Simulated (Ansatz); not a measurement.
**What MgSiS3 (model cell, started as cubic perovskite with Si in the octahedra) distorts into**

Wanted: the energy along a soft mode of MgSiS3 (model cell, started as cubic perovskite with Si in the octahedra) and the structure at the end.

Method: DFT LDA, scalar-relativistic, plane waves, PAW; PAW set soft_1, in Ansatz 0.2.0.

The structure was built from a prototype and need not be the compound's stable phase.

## Step 1: Set-up

Symmetry: Pm-3m, No. 221, cubic system. Conventional cell: a = 4.469 Å, b = 4.469 Å, c = 4.469 Å, α = 90.00°, β = 90.00°, γ = 90.00°. Mg has 12 S at 3.16 Å nearest. Nearest to Si lie 6 S at 2.23 Å. Nearest to S lie 2 Si at 2.23 Å and 4 Mg at 3.16 Å. Farther neighbours and most contacts between anions are not listed.

## Step 2: The dispersion

The cell comes from relaxations at this level that are not shown. Stability and thermal properties need the whole zone. Linear response on a 4×4×4 q mesh gives force constants as far as a supercell of that size would.

File input.yaml:

```yaml
crystal:
  lattice:
    - [4.4685187904, 0.0, 0.0]
    - [0.0, 4.4685187904, 0.0]
    - [0.0, 0.0, 4.4685187904]
  atoms:
    - { symbol: Mg, position: [0.0, 0.0, 0.0] }
    - { symbol: Si, position: [0.5, 0.5, 0.5] }
    - { symbol: S, position: [0.5, 0.5, 0.0] }
    - { symbol: S, position: [0.5, 0.0, 0.5] }
    - { symbol: S, position: [0.0, 0.5, 0.5] }
kpoints:
  mp_grid: { grid: [8, 8, 8] }
hamiltonian:
  xc: lda
  pseudopotentials: { kind: paw, azcp: { folder: soft_1 }, xc_functional: pbe }
scf:
  occupations: { method: methfessel_paxton, width: 0.2 }
output:
  eigenvalues: true
phonons:
  method: dfpt
  qmesh: [4, 4, 4]
  temperatures: { t_max: 1000, t_step: 50 }
  qpath:
    path:
      - [[0.0, 0.0, 0.0], [0.0, 0.5, 0.0], [0.5, 0.5, 0.0], [0.0, 0.0, 0.0], [0.5, 0.5, 0.5], [0.0, 0.5, 0.0]]
      - [[0.5, 0.5, 0.5], [0.5, 0.5, 0.0]]
    npoints: 10
```

Started as:

```sh
> ansatz run input.yaml --threads 4 --pin off --max-ram 16384MiB --backend cpu --events-out ev --progress --plain --runs-dir out
```

Numbers of over 12 decimals in the logs are rounded to 6 here.

Output:

```text
Engine: ansatz 0.2.0, aarch64-unknown-linux-gnu
Pseudopotentials: kind: paw
Pseudopotential: Mg, paw, valence charge 10, recommended cutoff 420 eV (normal), soft_1/Mg.paw.azcp
Pseudopotential: Si, paw, valence charge 4, recommended cutoff 420 eV (normal), soft_1/Si.paw.azcp
Pseudopotential: S, paw, valence charge 6, recommended cutoff 420 eV (normal), soft_1/S.paw.azcp
Functional definition: SPW92
  exchange = slater_x
  correlation = pw_c
Crystal: 5 atoms, lattice volume = 89.226 Å³
Basis set: ecut = 420 eV, 1743 PW (Γ), exchange–correlation on 60×60×60 points (8 copies of the dense FFT grid, shifted against one another)
Bands: 21, of which v1, the nominal top of the filled ones, is band 16 counted from 1 (15 counted from 0)
Symmetry: 48 space group operations
k-points: 35 of 512
Non-local potential: Mg, projectors of the file, l = 0: 3, l = 1: 2, l = 2: 1
Non-local potential: Si, projectors of the file, l = 0: 2, l = 1: 2, l = 2: 1
Non-local potential: S, projectors of the file, l = 0: 2, l = 1: 2, l = 2: 1
PAW form: soft (Blöchl's): semilocal exchange-correlation on the pseudo side does not see the compensation charge
PAW frozen core: Mg, regenerated for the run's functional, and the local potential with it (the file was generated under x = pbe(κ = 0.804, μ = 0.219515), c = pbe(β = 0.066725))
PAW frozen core: Si, regenerated for the run's functional, and the local potential with it (the file was generated under x = pbe(κ = 0.804, μ = 0.219515), c = pbe(β = 0.066725))
PAW frozen core: S, regenerated for the run's functional, and the local potential with it (the file was generated under x = pbe(κ = 0.804, μ = 0.219515), c = pbe(β = 0.066725))
PAW one-centre angular grid: Mg, 110 points (default); XC on 64 Gauss nodes
PAW one-centre angular grid: Si, 110 points (default); XC on 64 Gauss nodes
PAW one-centre angular grid: S, 110 points (default); XC on 64 Gauss nodes
Initial density: superposition of atomic densities (chi_scale 0.1, normalization cell, long waves kept (reshape's long-wave potential 0.01 eV rms))
Initial wavefunctions: pseudopotential atomic-orbital guess
Functional: x = slater, c = lda
SCF iter   1: F=—  HF=-5120.434216 eV  |F-HF|=—  |Δ(HF+E_count)|=         —  Δρ=3.31e-2  dr2=7.39e-1  ethr=3.10e-3  ⟨swp⟩=6.6  Hψ=4283  notcnv=0
preconditioner: auto → Kerker (q_TF=auto, 2.300 Å⁻¹)  [metal: Δε(μ)=0.020 eV  Ē_g=9.517 eV  σ=0.200 eV  W_gap=0.08  n_scr=18 (ndim 8)  ℏωp=19.3 eV  f_vac=0.000  D(μ)=2.31/eV (n_scr^D=18)]
SCF iter   2: F=—  HF=-5120.286555 eV  |F-HF|=—  |Δ(HF+E_count)|=   1.48e-1  S|Δr|=    0.00e0  Δρ=1.77e-2  dr2=2.00e-1  ethr=2.31e-3  ⟨swp⟩=1.9  Hψ=1090  notcnv=0  defer=8
SCF iter   3: F=—  HF=-5120.260018 eV  |F-HF|=—  |Δ(HF+E_count)|=   2.65e-2  S|Δr|=    0.00e0  Δρ=2.89e-3  dr2=7.79e-3  ethr=6.26e-4  ⟨swp⟩=2.9  Hψ=1345  notcnv=0  defer=8
SCF iter   4: F=—  HF=-5120.260130 eV  |F-HF|=—  |Δ(HF+E_count)|=   1.12e-4  S|Δr|=    0.00e0  Δρ=6.92e-4  dr2=9.80e-4  ethr=2.43e-5  ⟨swp⟩=2.3  Hψ=979  notcnv=0  defer=8
SCF iter   5: F=—  HF=-5120.259907 eV  |F-HF|=—  |Δ(HF+E_count)|=   2.22e-4  S|Δr|=    0.00e0  Δρ=2.23e-4  dr2=4.34e-5  ethr=3.06e-6  ⟨swp⟩=2.6  Hψ=1225  notcnv=0  defer=8
SCF iter   6: F=—  HF=-5120.259885 eV  |F-HF|=—  |Δ(HF+E_count)|=   2.25e-5  S|Δr|=    0.00e0  Δρ=6.67e-5  dr2=4.47e-6  ethr=1.36e-7  ⟨swp⟩=2.1  Hψ=1219  notcnv=0  defer=8
SCF iter   7: F=—  HF=-5120.259880 eV  |F-HF|=—  |Δ(HF+E_count)|=   4.44e-6  S|Δr|=    0.00e0  Δρ=1.36e-5  dr2=2.43e-7  ethr=1.40e-8  ⟨swp⟩=2.4  Hψ=1230  notcnv=0  defer=8
SCF iter   8: F=—  HF=-5120.259879 eV  |F-HF|=—  |Δ(HF+E_count)|=   8.68e-7  S|Δr|=    0.00e0  Δρ=1.92e-6  dr2=4.03e-9  ethr=7.59e-10  ⟨swp⟩=2.4  Hψ=1287  notcnv=0  defer=11
SCF iter   9: F=—  HF=-5120.259879 eV  |F-HF|=—  |Δ(HF+E_count)|=  1.87e-10  S|Δr|=    0.00e0  Δρ=4.12e-7  dr2=1.99e-10  ethr=1.26e-11  ⟨swp⟩=2.7  Hψ=1215  notcnv=0  defer=11
SCF iter  10: F=-5120.259879 eV  HF=-5120.259879 eV  |F-HF|=0.00e0  |Δ(HF+E_count)|=  1.82e-12  S|Δr|=    0.00e0  Δρ=9.18e-8  dr2=8.74e-12  ethr=1.00e-12  ⟨swp⟩=8.7  Hψ=4236  notcnv=0
SCF 1 converged in 10 iterations: F = -5120.259879 eV  dr2 = 8.74e-12
  greatest PAW one-centre occupation: 1.000 electrons in one spin orbital (limit 2), on the Mg atom at site 0 (counted from 0), in its partial waves of l = 0
Initial density: read from a saved state, or passed on in memory by an earlier SCF of this step, an earlier step, the calling program or the single point that the run made first
iter 1 solved again at ethr=9.37e-7 eV; its pass at ethr=3.10e-3 eV (dr2=3.00e-4 eV) is discarded
SCF iter   1: F=—  HF=-5120.259877 eV  |F-HF|=—  |Δ(HF+E_count)|=         —  Δρ=3.27e-6  dr2=1.16e-8  ethr=9.37e-7  ⟨swp⟩=3.5  Hψ=6173  notcnv=0
eigensolver tolerance schedule: the retry pair's looser diagonalisation over-reported the residual by 25916.32 of it (diagonalisation noise at an unbounded share of the residual, at the tolerance the schedule requests for it); recorded, not acted on — ethr = c·dr2/N_el stays at c = 1.0e-1
preconditioner: auto → Resta (q_TF=auto, 2.300 Å⁻¹)  ε∞=5.2  [insulator: Δε(μ)=0.138 eV  Ē_g=9.415 eV  σ=0.200 eV  W_gap=0.53  n_scr=18 (ndim 8)  ℏωp=19.3 eV  f_vac=0.000  D(μ)=1.71/eV (n_scr^D=6)  ε∞_Penn≈5.2]
SCF iter   2: F=—  HF=-5120.259879 eV  |F-HF|=—  |Δ(HF+E_count)|=   2.49e-6  S|Δr|=    0.00e0  Δρ=2.16e-6  dr2=5.27e-9  ethr=3.62e-11  ⟨swp⟩=4.7  Hψ=2199  notcnv=0
SCF iter   3: F=—  HF=-5120.259879 eV  |F-HF|=—  |Δ(HF+E_count)|=   1.21e-9  S|Δr|=    0.00e0  Δρ=1.26e-6  dr2=1.73e-9  ethr=1.65e-11  ⟨swp⟩=1.1  Hψ=764  notcnv=0
SCF iter   4: F=—  HF=-5120.259879 eV  |F-HF|=—  |Δ(HF+E_count)|=  4.50e-10  S|Δr|=    0.00e0  Δρ=6.42e-7  dr2=4.34e-10  ethr=5.42e-12  ⟨swp⟩=1.5  Hψ=909  notcnv=0
SCF iter   5: F=—  HF=-5120.259879 eV  |F-HF|=—  |Δ(HF+E_count)|=  1.09e-10  S|Δr|=    0.00e0  Δρ=3.19e-7  dr2=1.05e-10  ethr=1.36e-12  ⟨swp⟩=1.7  Hψ=897  notcnv=0
SCF iter   6: F=—  HF=-5120.259879 eV  |F-HF|=—  |Δ(HF+E_count)|=  2.91e-11  S|Δr|=    0.00e0  Δρ=1.44e-7  dr2=2.35e-11  ethr=1.00e-12  ⟨swp⟩=1.0  Hψ=735  notcnv=0
SCF iter   7: F=—  HF=-5120.259879 eV  |F-HF|=—  |Δ(HF+E_count)|=    0.00e0  S|Δr|=    0.00e0  Δρ=1.45e-7  dr2=2.23e-11  ethr=1.00e-12  ⟨swp⟩=3.2  Hψ=1796  notcnv=0
SCF iter   8: F=-5120.259879 eV  HF=-5120.259879 eV  |F-HF|=7.28e-12  |Δ(HF+E_count)|=  5.46e-12  S|Δr|=    0.00e0  Δρ=9.60e-8  dr2=9.86e-12  ethr=1.00e-12  ⟨swp⟩=1.0  Hψ=1612  notcnv=0
SCF 2 converged in 8 iterations: F = -5120.259879 eV  dr2 = 9.86e-12
phonons: the bands overlap, so this run is a metal and interpolates without the dipole-dipole term. If the crystal is really an insulator or semiconductor, its LO-TO splitting is missing
NSCF: frozen V_eff on 35 k-points
NSCF: frozen V_eff on 125 k-points
DFPT response loops at q = (0, 0, 0) (fractional): preconditioner auto → Kerker (q_TF=auto, 2.300 Å⁻¹) (partly filled bands, converged f_vac=0.000); β = 1.00, the filter's whole step (`scf.mixing.beta` (0.50) is not read by the response loops under this deck's `scf.mixing.preconditioner`; to damp them name `kerker` or `kerker_dos`, under which they read `scf.mixing.beta`, and type it under 1.00, their step now; both keys bind the ground state too); Broyden in place of MSR1
NSCF: frozen V_eff on 400 k-points
DFPT response loops at q = (0, 0, 0.25) (fractional): mixed as the last ones told, above
NSCF: frozen V_eff on 250 k-points
DFPT response loops at q = (0, 0, -0.5) (fractional): mixed as the last ones told, above
NSCF: frozen V_eff on 640 k-points
DFPT response loops at q = (0, 0.25, 0.25) (fractional): mixed as the last ones told, above
NSCF: frozen V_eff on 400 k-points
DFPT response loops at q = (0, 0.25, -0.5) (fractional): mixed as the last ones told, above
NSCF: frozen V_eff on 250 k-points
DFPT response loops at q = (0, -0.5, -0.5) (fractional): mixed as the last ones told, above
NSCF: frozen V_eff on 1024 k-points
DFPT response loops at q = (0.25, 0.25, 0.25) (fractional): mixed as the last ones told, above
NSCF: frozen V_eff on 640 k-points
DFPT response loops at q = (0.25, 0.25, -0.5) (fractional): mixed as the last ones told, above
NSCF: frozen V_eff on 400 k-points
DFPT response loops at q = (0.25, -0.5, -0.5) (fractional): mixed as the last ones told, above
NSCF: frozen V_eff on 250 k-points
DFPT response loops at q = (-0.5, -0.5, -0.5) (fractional): mixed as the last ones told, above
SCF converged after 10 iterations
Stability not checked: this state was not tested for a lower state beside it, because cold or Methfessel-Paxton smearing, or corrected tetrahedra, fill the levels in a way that the test cannot read (fill_not_monotonic; see scf.lower_state_search)
Free energy (F): -5120.259879 eV
Harris-Foulkes:  -5120.259879 eV  (|F-HF|=0.00e0)
Internal energy: -5120.262792 eV  (E = F + TS)
E sigma→0 (E₀):  -5120.260607 eV
Entropy (-TS):   0.002912 eV (0.582 meV/atom)
Fermi energy:    7.276201 eV
--- Per-component energies (eV) ---
  E_band       = -327.546742
  E_kinetic    = 437.156317
  E_local      = -2018.316509  (includes V_loc(G=0)·N_el)
  E_nonlocal   = 325.344380
  E_hartree    = 671.864803
  E_xc         = -349.665909
  E_vxc        = -334.636893  (∫ρ·V_xc dr)
  E_paw        = -2497.066767  (= ΣΔE_a)
  E_vpaw       = -80.823545  (= ΣTr[D̂ρ^β])
  E_aug_tail   = -0.000111  (compensation charges beyond the density's cutoff)
  E_ewald      = -1690.273399
  E_core_change = 0.694403  (= ΣΔE_core)
  E_smearing   = 0.002912  (= −TS)
  E_closure    = 0.000000  (closes the sum)
  Σ components = -5120.259879   (vs F -5120.259879, Δ=0.00e0)
--- Band table (eV; the first three rows and the last of 35) ---
  k-point 0: bands = [... 12 lower, 6.0030, 6.0030, 6.1034, 6.1034, 6.1034, 8.4819, 11.3011, 11.3011, ... 1 higher]
  k-point 1: bands = [... 12 lower, 5.7496, 5.7496, 5.8485, 6.0814, 6.0814, 9.0371, 11.3721, 11.7657, ... 1 higher]
  k-point 2: bands = [... 12 lower, 5.1452, 5.4216, 5.5164, 6.1221, 6.1221, 10.0278, 11.5644, 11.8511, ... 1 higher]
  k-point 34: bands = [... 12 lower, 5.2964, 6.6452, 7.8567, 7.8567, 7.8567, 9.8438, 9.8438, 9.8438, ... 1 higher]
--- Phonons (Γ-DFPT): 4 representative perturbations + reference (Σ response iterations 12) ---
  ASR residual: 4.317e-5 → 0.000e0 eV/Å²; symmetrization residual: 7.060e-6 eV/Å²
  ASR residual per site (eV/Å²): 4.32e-5 1.12e-5 1.25e-5 1.25e-5 1.25e-5
  Γ frequencies (cm⁻¹): -229.69 -229.69 -229.69 -179.10 -179.10 -179.10 -19.60 -19.60 -19.60 0.00 0.00 0.00 409.31 409.31 409.31
--- Phonons (arbitrary-q DFPT): 10 irreducible q on the 4×4×4 mesh ---
  q = [0.0000, 0.0000, 0.0000] (star 1, of the zone-centre solve; hermiticity 1.02e-6, symmetrization 4.99e-13): -229.69 -229.69 -229.69 -179.10 -179.10 -179.10 -19.60 -19.60 -19.60 0.00 0.00 0.00 409.31 409.31 409.31
  q = [0.0000, 0.0000, 0.2500] (star 6, 9 solved perturbations in 1560 linear systems a pass and spin channel, the states on 200 of 512 k-point pairs; hermiticity 8.04e-7, symmetrization 3.07e-13): -239.07 -176.43 -176.43 -167.86 -161.91 -161.91 -18.29 -14.13 -14.13 68.96 68.96 202.44 393.15 406.12 406.12
  q = [0.0000, 0.0000, -0.5000] (star 3, 9 solved perturbations in 975 linear systems a pass and spin channel, the states on 125 of 512 k-point pairs; hermiticity 8.20e-7, symmetrization 3.35e-13): -264.10 -171.69 -171.69 -151.34 -127.05 -127.05 -51.31 -28.87 -28.87 91.45 91.45 324.76 365.33 405.67 405.67
  q = [0.0000, 0.2500, 0.2500] (star 12, 9 solved perturbations in 2460 linear systems a pass and spin channel, the states on 320 of 512 k-point pairs; hermiticity 7.50e-7, symmetrization 4.97e-14): -211.53 -190.41 -168.36 -161.57 -134.25 -129.45 -46.30 -39.65 28.39 98.10 214.97 222.51 372.54 402.48 409.64
  q = [0.0000, 0.2500, -0.5000] (star 12, 15 solved perturbations on 200 of 512 k-point pairs; hermiticity 6.49e-7, symmetrization 2.71e-14): -235.78 -202.96 -163.25 -156.38 -119.12 -81.78 -67.44 -54.10 64.60 117.00 233.21 339.56 346.65 401.58 404.80
  q = [0.0000, -0.5000, -0.5000] (star 3, 9 solved perturbations in 975 linear systems a pass and spin channel, the states on 125 of 512 k-point pairs; hermiticity 7.14e-7, symmetrization 1.75e-13): -231.26 -201.52 -201.52 -114.60 -114.60 -109.71 -26.89 -26.89 113.40 135.21 325.12 348.67 348.67 395.82 397.89
  q = [0.2500, 0.2500, 0.2500] (star 8, 4 solved perturbations in 1376 linear systems a pass and spin channel, the states on 512 of 512 k-point pairs; hermiticity 6.28e-7, symmetrization 9.09e-14): -204.05 -196.05 -196.05 -154.89 -154.89 -101.72 -51.16 76.64 76.64 227.06 227.06 242.10 367.95 367.95 422.64
  q = [0.2500, 0.2500, -0.5000] (star 12, 9 solved perturbations in 2460 linear systems a pass and spin channel, the states on 320 of 512 k-point pairs; hermiticity 6.65e-7, symmetrization 4.96e-14): -227.23 -221.93 -188.65 -162.42 -148.83 -117.64 84.65 86.51 108.57 239.05 250.07 339.21 351.42 368.61 427.60
  q = [0.2500, -0.5000, -0.5000] (star 6, 9 solved perturbations in 1560 linear systems a pass and spin channel, the states on 200 of 512 k-point pairs; hermiticity 5.43e-7, symmetrization 8.91e-14): -233.89 -221.14 -221.14 -154.21 -154.21 -140.26 118.72 118.72 132.97 256.80 321.67 349.58 360.07 360.07 427.40
  q = [-0.5000, -0.5000, -0.5000] (star 1, 4 solved perturbations in 350 linear systems a pass and spin channel, the states on 125 of 512 k-point pairs; hermiticity 2.81e-8, symmetrization 4.28e-13): -237.57 -237.57 -237.57 -159.51 -159.51 -159.51 147.96 147.96 147.96 322.88 322.88 369.52 369.52 369.52 426.64
  sum rule: each row above includes the acoustic sum rule's correction from the zone centre's row sums; it moved no ω² by more than (0.70 cm⁻¹)²
  mesh force constants: q→R imaginary residual 4.51e-19; ASR residual 4.317e-5 → 0.000e0 eV/Å²; symmetrization residual 2.665e-14 eV/Å²
  interpolated dispersion: 62 rows × 15 modes
  density of states and harmonic sums: on the 16×16×16 q-mesh, interpolated from the force constants of a 4×4×4 supercell (no non-analytic term)
  largest difference from the sums on the solved wave vectors: F 6.78e-2 eV, S 8.79e-5 and C_V 2.02e-5 eV/K
  zero-point energy: 0.122477 eV/cell   skipped modes (ω ≤ 0): 1211, of them read as no rigid motion or as one in doubt: 1208 (7.250e0 modes/cell left out, lowest -264.10 cm⁻¹)   left out of the sums: 4.83e-1 of the cell's modes: C_V's classical limit lies that fraction below 3 k_B per atom; for a crystal, a wire or a layer, F and S can be off by more, and a phonons.interpolated_qmesh denser along its periods is the remedy for the sampling
```

It took 9.3 min on 4 threads of Arm Neoverse V1, shared host; peak memory 2.1 GiB; 37 min of CPU time.

Numbers from this step:

* volume per atom: 17.85 Å³
* gap on the k-mesh: 0 eV
* sum-rule residual before enforcement: 4.32e-5 eV/Å²
* lowest frequency on the path: -264.1 cm⁻¹
* point group: m-3m
* highest frequency on the path or at a solved wavevector: 431.7 cm⁻¹
* highest optical mode at the zone centre (no LO-TO term): 409.3 cm⁻¹
* lowest optical zone-centre mode: -229.7 cm⁻¹
* lowest mode on the q mesh (acoustic modes at Γ apart): -264.1 cm⁻¹

Frequencies (cm⁻¹) solved at each irreducible wavevector; negative means imaginary. Frequencies by wavevector, by row:

| q in reciprocal lattice units | star | mode 1 | mode 2 | mode 3 | mode 4 | mode 13 | mode 14 | mode 15 |
| --- | --- | --- | --- | --- | --- | --- | --- | --- |
| 0 0 0 | 1 | -229.7 | -229.7 | -229.7 | -179.1 | 409.3 | 409.3 | 409.3 |
| 0 0 0.25 | 6 | -239.1 | -176.4 | -176.4 | -167.9 | 393.1 | 406.1 | 406.1 |
| 0 0 -0.5 | 3 | -264.1 | -171.7 | -171.7 | -151.3 | 365.3 | 405.7 | 405.7 |
| 0 0.25 0.25 | 12 | -211.5 | -190.4 | -168.4 | -161.6 | 372.5 | 402.5 | 409.6 |
| 0 0.25 -0.5 | 12 | -235.8 | -203 | -163.2 | -156.4 | 346.6 | 401.6 | 404.8 |
| 0 -0.5 -0.5 | 3 | -231.3 | -201.5 | -201.5 | -114.6 | 348.7 | 395.8 | 397.9 |
| 0.25 0.25 0.25 | 8 | -204.1 | -196.1 | -196.1 | -154.9 | 367.9 | 367.9 | 422.6 |
| 0.25 0.25 -0.5 | 12 | -227.2 | -221.9 | -188.7 | -162.4 | 351.4 | 368.6 | 427.6 |
| 0.25 -0.5 -0.5 | 6 | -233.9 | -221.1 | -221.1 | -154.2 | 360.1 | 360.1 | 427.4 |
| -0.5 -0.5 -0.5 | 1 | -237.6 | -237.6 | -237.6 | -159.5 | 369.5 | 369.5 | 426.6 |

Interpolated from a 4×4×4 q mesh. The phonon branches at the labelled points (cm⁻¹):

| point | branch 1 | branch 2 | branch 3 | branch 4 | branch 12 | branch 13 | branch 14 | branch 15 |
| --- | --- | --- | --- | --- | --- | --- | --- | --- |
| Γ | -230 | -230 | -230 | -179 | 0 | 409 | 409 | 409 |
| halfway | -239 | -176 | -176 | -168 | 202 | 393 | 406 | 406 |
| X | -264 | -172 | -172 | -151 | 325 | 365 | 406 | 406 |
| halfway | -236 | -203 | -163 | -156 | 340 | 347 | 402 | 405 |
| M | -231 | -202 | -202 | -115 | 349 | 349 | 396 | 398 |
| halfway | -212 | -190 | -168 | -162 | 222 | 372 | 402 | 410 |
| Γ | -230 | -230 | -230 | -179 | 0 | 409 | 409 | 409 |
| halfway | -204 | -196 | -196 | -155 | 242 | 368 | 368 | 423 |
| R | -238 | -238 | -238 | -160 | 370 | 370 | 370 | 427 |
| halfway | -227 | -222 | -189 | -162 | 339 | 351 | 369 | 428 |
| X | -264 | -172 | -172 | -151 | 325 | 365 | 406 | 406 |
| jump to R | -238 | -238 | -238 | -160 | 370 | 370 | 370 | 427 |
| halfway | -234 | -221 | -221 | -154 | 350 | 360 | 360 | 427 |
| M | -231 | -202 | -202 | -115 | 349 | 349 | 396 | 398 |

Symmetry leaves 10 wavevectors to solve. The lowest mode among them, the acoustic zeros apart, lies at q = (0, 0, -0.5) and is imaginary, 264.1i cm⁻¹, so the energy falls along it.

## Step 3: The mode frozen in, largest atomic shift 0 Å

The mode followed lies at q = (-0.5, -0.5, -0.5) with frequency 237.6i cm⁻¹ and is 3-fold degenerate, one of the unstable modes though not the softest. At small amplitude the distorted cell has space group no. 140 by a symmetry search on the positions. The undistorted cell that holds it gives the zero of energy on the same k mesh.

System of this step: MgSiS3 (model cell, started as cubic perovskite with Si in the octahedra). It takes space group Pm-3m (No. 221, cubic). The conventional cell has a = 4.469 Å, b = 4.469 Å, c = 4.469 Å, α = 90.00°, β = 90.00°, γ = 90.00°. Mg has 12 S at 3.16 Å nearest. Si has 6 S at 2.23 Å nearest. Nearest to S lie 2 Si at 2.23 Å and 4 Mg at 3.16 Å. Farther neighbours and most contacts between anions are not listed.

input.yaml, the sections that differ from step 2:

```yaml
crystal:
  lattice:
    - [4.4685187904, 4.4685187904, 0.0]
    - [4.4685187904, 0.0, 4.4685187904]
    - [4.4685187904, 0.0, -4.4685187904]
  atoms:
    - { symbol: Mg, position: [0.0, 0.0, 0.0] }
    - { symbol: Mg, position: [0.0, 0.5, 0.5] }
    - { symbol: Si, position: [0.5, 0.25, 0.75] }
    - { symbol: Si, position: [0.5, 0.75, 0.25] }
    - { symbol: S, position: [0.5, 0.0, 0.0] }
    - { symbol: S, position: [0.5, 0.5, 0.5] }
    - { symbol: S, position: [0.0, 0.5, 0.0] }
    - { symbol: S, position: [0.0, 0.0, 0.5] }
    - { symbol: S, position: [0.5, 0.0, 0.5] }
    - { symbol: S, position: [0.5, 0.5, 0.0] }
output:
  forces: true
  stress: true
  eigenvalues: true
# kpoints, hamiltonian, scf: as in step 2
# phonons: removed
```

Output:

```text
[...]
Crystal: 10 atoms, lattice volume = 178.452 Å³
Basis set: ecut = 420 eV, 3479 PW (Γ)
Bands: 42, of which v1, the nominal top of the filled ones, is band 32 counted from 1 (31 counted from 0)
Symmetry: 96 space group operations
[...]
k-points: 29 of 512
[...]
k-point 0: bands = [... 28 lower, 6.1165, 6.1165, 6.6338, 7.8758, 7.8758, 7.8758, 8.4776, 9.8517, ... 6 higher]
  k-point 1: bands = [... 28 lower, 6.1382, 6.1382, 6.8421, 7.6787, 7.6787, 7.7775, 8.8853, 9.6119, ... 6 higher]
  k-point 2: bands = [... 28 lower, 6.2581, 6.2581, 7.3372, 7.3372, 7.4139, 7.5166, 8.9666, 9.5266, ... 6 higher]
  k-point 28: bands = [... 28 lower, 5.5810, 5.5810, 6.7444, 6.7444, 8.7371, 8.7371, 9.1250, 9.1250, ... 6 higher]
[key lines of the parts left out:]
SCF converged after 8 iterations
Free energy (F): -10240.509408 eV
Fermi energy:    7.222673 eV
P = ⅓ Tr σ = 0.1070 GPa (1.070 kbar)
```

The job ended after 3.3 s (4 threads; peak memory 0.54 GiB; 12 s of CPU time).

This step gave:

| Quantity | Value |
| --- | --- |
| pressure | 0.1070 GPa |
| energy from the undistorted cell | 0 meV/atom |

The run ends at a pressure of 0.11 GPa.

(Part 1 of 3 ends here.)

[Logs are printed without paths, hosts, clocks, repeated set-up lines and the standing remarks that a program may print on its own settings, such as how far it seeks lower states.]

[Hosts, paths, dates, database ids (printed as entryN), source tags and the programs' standing remarks are cut or masked in the printed files.]
